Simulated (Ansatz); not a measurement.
# How fast states decay through CaTiS3, part 2 of 2

Aim: relax a made-up compound, CaTiS3, and see how good a tunnel barrier it would be. It is built by putting S for O in the CaTiO3 structure of space group Imma, with the volume rescaled by atomic radii. The parent structure comes from the Materials Project.

Ansatz 0.2.0; r2SCAN DFT, plane waves, PAW files (the session's first sound run).

So far. Step 2 (Relaxing the new crystal): The largest force component on a free atom ends at 0.0033 eV/Å. Step 3 (The bulk crystal and its band edges): The searched edges give 0.402 eV, as on the mesh.

The structure was built from a prototype and need not be the compound's stable phase.

### 4. Complex bands

This step: r2SCAN DFT, plane waves, PAW files; complex bands by layer matching along the plane's normal (Ansatz 0.2.0).

The same crystal is laid in a cell whose first two vectors span the (010) plane (indices of the standard conventional cell, whose axes can be ordered otherwise than in the bulk input). At fixed energy and wavevector in the plane the solver finds all kz, real and complex. A few wavevectors are listed, (0, 0) and (0.5, 0) in units of the plane's reciprocal vectors; the slowest state needn't be among them.

input.yaml

```yaml
crystal:
  lattice:
    - [6.655700689, 0.0, 0.0]
    - [0.0, 6.663352262, 0.0]
    - [3.327850344, 3.331676131, 4.628486812]
  atoms:
    - { symbol: Ca, position: [0.2232575928, 0.25, 0.5] }
    - { symbol: Ca, position: [0.7767424072, 0.75, 0.5] }
    - { symbol: Ti, position: [0.0, 0.5, 0.0] }
    - { symbol: Ti, position: [0.5, 0.0, 0.0] }
    - { symbol: S, position: [0.8092585175, 0.8092585175, 0.881482965] }
    - { symbol: S, position: [0.3592348781, 0.75, 0.5] }
    - { symbol: S, position: [0.8092585175, 0.3092585175, 0.881482965] }
    - { symbol: S, position: [0.1907414825, 0.1907414825, 0.118517035] }
    - { symbol: S, position: [0.1907414825, 0.6907414825, 0.118517035] }
    - { symbol: S, position: [0.6407651219, 0.25, 0.5] }
kpoints:
  mp_grid: { grid: [6, 6, 6] }
scf:
  occupations: { method: fixed }
hamiltonian:
  xc: r2scan
output:
  eigenvalues: true
  transmission:
    leads: [[0, 0]]
    kpoints: [[0.0, 0.0], [0.5, 0.0]]
    e_range: [-1.0, 1.4]
    de: 0.05
```

Launch:

```console
ansatz run input.yaml --threads 2 --pin off --max-ram 4096MiB --backend cpu --events-out ev --progress --plain --runs-dir out
```

Numbers of over 12 decimals in the logs are rounded to 6 here.

The program printed:

```text
[...]
Crystal: 10 atoms, lattice volume = 205.270 Å³
Basis set: ecut = 500 eV, 5121 PW (Γ), exchange–correlation on 200×200×200 points (64 copies of the dense FFT grid, shifted against one another)
Bands: 50, of which v1, the nominal top of the filled ones, is band 40 counted from 1 (39 counted from 0)
Symmetry: 8 space group operations
[...]
k-points: 46 of 216
[...]
SCF iter   1: F=—  HF=-14104.434166 eV  |F-HF|=—  |Δ(HF+E_count)|=         —  Δρ=1.65e-2  dr2=8.90e-1  dr2_τ=8.74e-2  ethr=1.77e-3  ⟨swp⟩=5.0  Hψ=8426  notcnv=0  defer=308
[...]
SCF iter   9: F=-14104.508157 eV  HF=-14104.508157 eV  |F-HF|=2.18e-10  |Δ(HF+E_count)|=   1.01e-8  Δρ=5.57e-7  dr2=9.01e-10  dr2_τ=1.25e-10  ethr=1.25e-10  ⟨swp⟩=2.3  Hψ=4403  notcnv=0
SCF 1 converged in 9 iterations: F = -14104.508157 eV  dr2 = 9.01e-10
[...]
transmission: 7 of 14 steps passed
transmission: 14 of 14 steps passed
SCF converged after 9 iterations
Free energy (F): -14104.508157 eV
[...]
Internal energy: -14104.508157 eV  (E = F + TS)
E sigma→0 (E₀):  -14104.508157 eV
Fermi energy:    7.241907 eV
[...]
--- Band table (eV; the first three rows and the last of 46) ---
  k-point 0: bands = [... 36 lower, 6.6530, 6.6998, 7.1969, 7.2419, 7.6435, 7.7001, 8.0642, 8.4255, ... 6 higher]
  k-point 1: bands = [... 36 lower, 6.4005, 6.7330, 6.7361, 7.1810, 7.6806, 8.0868, 8.5075, 8.6795, ... 6 higher]
  k-point 2: bands = [... 36 lower, 6.2599, 6.2951, 6.6936, 7.1538, 7.6834, 8.4331, 8.5149, 8.9978, ... 6 higher]
  k-point 45: bands = [... 36 lower, 6.0924, 6.2263, 6.2935, 6.5225, 8.2568, 8.6246, 8.6830, 8.8064, ... 6 higher]
--- Transmission ---
  basis      : 465 plane waves across, 7 finite elements along
  points     : 2, as listed
  energies   : 49 from -1.000000 to 1.400000 eV about the Fermi level, 0.050000 eV apart; the leads are filled to 0.200789 eV, and channels, transmission and decay are at 0.200000 eV
  crystal 0  : S6Ti2Ca2, at the sites [0, 0], period 4.6285 Å: whole cells are its period
    offset         : up to 0.0000 Å between an atom of the period and one for which it stands
    channels       : 0.000000e0 a spin
    conductance    : none, the energies end too early or step too widely for 300 K: set another output.transmission.e_range or a lower de, or, where they end at an eighth of basis.ecutwfc, a higher one
    slowest decay  : 0.0891 /Å at (0.0000, 0.0000)
```

Wall time 3.5 min (2 threads of Intel Xeon Platinum 8259CL at 2.50GHz (Skylake/Cascade Lake), shared host); peak memory 2.5 GiB.

Numbers from this step:

| Item | Value |
| --- | --- |
| level to which the leads are filled | 0.2008 eV from the Fermi level |
| decay constant at the filling level, zone centre | 0.0891 Å⁻¹ |
| decay constant at the filling level, slowest listed point | 0.0891 Å⁻¹ |

K parallel (0, 0); values up to 1.5 1/Å, a degenerate pair printed once or twice; energies at which all values exceed this have no row. The Im kz of the slowest decaying states by energy, zero at the highest filled level on the SCF mesh:

```tsv
energy (eV)	decay 1 (Å⁻¹)	decay 2 (Å⁻¹)	decay 3 (Å⁻¹)	decay 4 (Å⁻¹)
-1.000	0.0249	0.0818	0.134	0.385
-0.900	0.110	0.171	0.439	0.705
-0.750	0.0799	0.193	0.210	0.512
-0.650	0.100	0.210	0.230	0.367
-0.500	0.0126	0.0798	0.0977	0.224
-0.400	0.0964	0.131	0.229	0.230
-0.300	0.134	0.150	0.232	0.275
-0.150	0.162	0.172	0.234	0.293
-0.050	0.162	0.192	0.233	0.320
0.000	0.00589	0.0411	0.160	0.201
0.100	0.0712	0.139	0.151	0.217
0.200	0.0891	0.137	0.158	0.228
0.300	0.101	0.113	0.161	0.224
0.450	0.0269	0.113	0.151	0.216
0.550	0.117	0.136	0.209	0.214
0.700	0.0971	0.117	0.195	0.261
0.800	0.0428	0.113	0.183	0.275
0.900	0.105	0.168	0.279	0.284
1.050	0.0804	0.132	0.263	0.292
1.150	0.0431	0.0829	0.136	0.227
1.300	0.0460	0.293	0.539	0.631
1.400	0.115	0.289	0.567	0.637
```

K parallel (0, 0). Re kz of states that move upwards against energy, zero at the highest filled level on the SCF mesh:

```tsv
energy (eV)	channel 1 (Å⁻¹)	channel 2 (Å⁻¹)	channel 3 (Å⁻¹)	channel 4 (Å⁻¹)	channel 5 (Å⁻¹)
-1.000	-0.466	-0.244	-0.132	-	-
-0.800	-0.413	-0.207	-0.197	0.0597	-
-0.600	-0.341	-0.170	-0.0372	0.145	-
-0.400	-0.129	-	-	-	-
-0.200	-0.0809	-	-	-	-
0.000	-	-	-	-	-
0.200	-	-	-	-	-
0.400	-	-	-	-	-
0.600	0.123	-	-	-	-
0.800	0.209	-	-	-	-
1.000	0.131	0.289	-	-	-
1.200	-0.657	-0.435	0.0319	0.204	0.386
1.400	-0.251	0.133	0.270	-	-
```

K parallel (0.5, 0); values up to 1.5 1/Å, a degenerate pair printed once or twice; energies at which all values exceed this have no row. Im kz of the slowest decaying states against energy, zero at the highest filled level on the SCF mesh:

```tsv
energy (eV)	decay 1 (Å⁻¹)	decay 2 (Å⁻¹)	decay 3 (Å⁻¹)	decay 4 (Å⁻¹)
-1.000	0.142	0.542	0.763	0.768
-0.900	0.293	0.524	0.766	0.810
-0.750	0.117	0.146	0.185	0.488
-0.650	0.194	0.458	0.761	0.808
-0.500	0.237	0.305	0.405	0.433
-0.400	0.246	0.373	0.374	0.441
-0.300	0.0323	0.258	0.352	0.419
-0.150	0.118	0.274	0.331	0.464
-0.050	0.144	0.284	0.322	0.472
0.000	0.155	0.289	0.319	0.473
0.100	0.173	0.298	0.313	0.475
0.200	0.187	0.306	0.308	0.473
0.300	0.199	0.304	0.315	0.470
0.450	0.214	0.299	0.330	0.460
0.550	0.223	0.296	0.344	0.450
0.700	0.234	0.291	0.394	0.428
0.800	0.243	0.290	0.382	0.407
0.900	0.256	0.290	0.362	0.377
1.050	0.295	0.296	0.309	0.528
1.150	0.243	0.252	0.274	0.504
1.300	0.0910	0.182	0.211	0.523
1.400	0.133	0.285	0.548	0.681
```

At the listed wavevectors the last open channel is at -0.05 eV and the next at +0.45 eV on the grid. At +0.20 eV, the grid energy nearest the filling level (the middle of the gap on the SCF mesh), the slowest state at the listed wavevectors decays with κ = 0.0891 Å⁻¹, its amplitude falling by e over 11 Å. Through 1 nm of this crystal that state's transmission falls by exp(−2 × 0.0891 Å⁻¹ × 10 Å) = 0.17.

### 5. The same cell, other settings

This step: r2SCAN DFT, plane waves, PAW files; complex bands by layer matching along the plane's normal; changed: output.transmission.kpoints = [[0, 0]], output.transmission.kmesh = [4, 4], scf.max_iter = 50 (Ansatz 0.2.0).

This run repeats an earlier one, its twin (the complex run, plane (010)), with three settings changed (output.transmission.kpoints, scf.max_iter, output.transmission.kmesh; files written aside). The setting was drawn as a possible misstep, on purpose.

input.yaml: that of step 4 with these lines changed.

```diff
@@ -20,2 +20,3 @@
   occupations: { method: fixed }
+  max_iter: 50
 hamiltonian:
@@ -26,4 +27,5 @@
     leads: [[0, 0]]
-    kpoints: [[0.0, 0.0], [0.5, 0.0]]
+    kpoints: [[0, 0]]
     e_range: [-1.0, 1.4]
     de: 0.05
+    kmesh: [4, 4]
```

The program printed:

```text
Error: inconsistent input (output.transmission.kmesh, output.transmission.kpoints): both name the wavevectors across the current: give one
```

The job ended after 0.21 s (2 threads; peak memory 0.11 GiB).

The program refused the input before any cycle.

The program's message: “Error: inconsistent input (output.transmission.kmesh, output.transmission.kpoints): both name the wavevectors across the current: give one”

The change that led to it: output.transmission.kpoints = [[0, 0]] and output.transmission.kmesh = [4, 4].

### 6. Summary of results

```yaml
band_gap: 0.402 eV
least_decay_constant_at_mid_gap_normal_to_010: 0.0891 Å⁻¹
```

With r2SCAN, the slowest decay at the wavevectors tried is κ = 0.0891 Å⁻¹, normal to (010). Through such a film the transmission near mid-gap falls as exp(−2κd), a factor of ten every 13 Å. A free electron under a barrier of half the gap would need a mass of 0.15 mₑ to decay at this rate. The compound is made up by substitution; its stability against other phases and against distortions of the cell's symmetry was not tested. r2SCAN still narrows gaps, if less than LDA and GGA do, so real decay constants are likely larger.

[Logs are printed without paths, hosts, clocks, repeated set-up lines and the standing remarks that a program may print on its own settings, such as how far it seeks lower states.]

[Hosts, paths, dates, database ids (printed as entryN), source tags and the programs' standing remarks are cut or masked in the printed files.]
